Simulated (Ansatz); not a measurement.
# Direct or indirect: Cs2MgS2 (I4/mmm)

Space group I4/mmm (No. 139). a = 5.076 Å, b = 5.076 Å, c = 17.244 Å, α = 90.00°, β = 90.00°, γ = 90.00°
```json
{"atom": "Cs", "site": "4e", "symmetry": "4mm", "x": "0.5000", "y": "0.5000", "z": "0.1645"}
{"atom": "S", "site": "4e", "symmetry": "4mm", "x": "0.5000", "y": "0.5000", "z": "0.3689"}
{"atom": "Mg", "site": "2a", "symmetry": "4/mmm", "x": "0.0000", "y": "0.0000", "z": "0.0000"}
```

Method: Ansatz, PBE, independent particles, without spin-orbit coupling, line width 0.15 eV (Gaussian). The band structure gives a fundamental gap of 1.75 eV. The spectrum of vertical transitions near the edge:

| E (eV) | Im ε, E ∥ xy | Im ε, E ∥ z |
| --- | --- | --- |
| 1.26 | 0.00 | 0.00 |
| 1.38 | 0.00 | 0.00 |
| 1.50 | 0.00 | 0.00 |
| 1.62 | 0.00 | 0.00 |
| 1.74 | 0.00 | 0.00 |
| 1.86 | 0.05 | 0.00 |
| 1.98 | 0.22 | 0.01 |
| 2.10 | 0.50 | 0.02 |
| 2.22 | 0.71 | 0.04 |
| 2.34 | 0.85 | 0.07 |
| 2.46 | 0.98 | 0.12 |
| 2.58 | 1.09 | 0.19 |
| 2.70 | 1.13 | 0.39 |
| 2.82 | 1.08 | 0.89 |
| 2.94 | 0.99 | 1.60 |
| 3.06 | 0.91 | 2.30 |
| 3.18 | 0.83 | 3.03 |

**Question.** Is the gap direct or indirect, and about where do vertical transitions set in?

**Answer.** Direct: the band path has its least direct gap at the fundamental one, 1.75 eV, and the curves rise from there. Lines are broadened by 0.15 eV, which spreads the edge.

Note: cells built here by substitution need not match a known phase.

[Logs are printed without paths, hosts, clocks, repeated set-up lines and the standing remarks that a program may print on its own settings, such as how far it seeks lower states.]
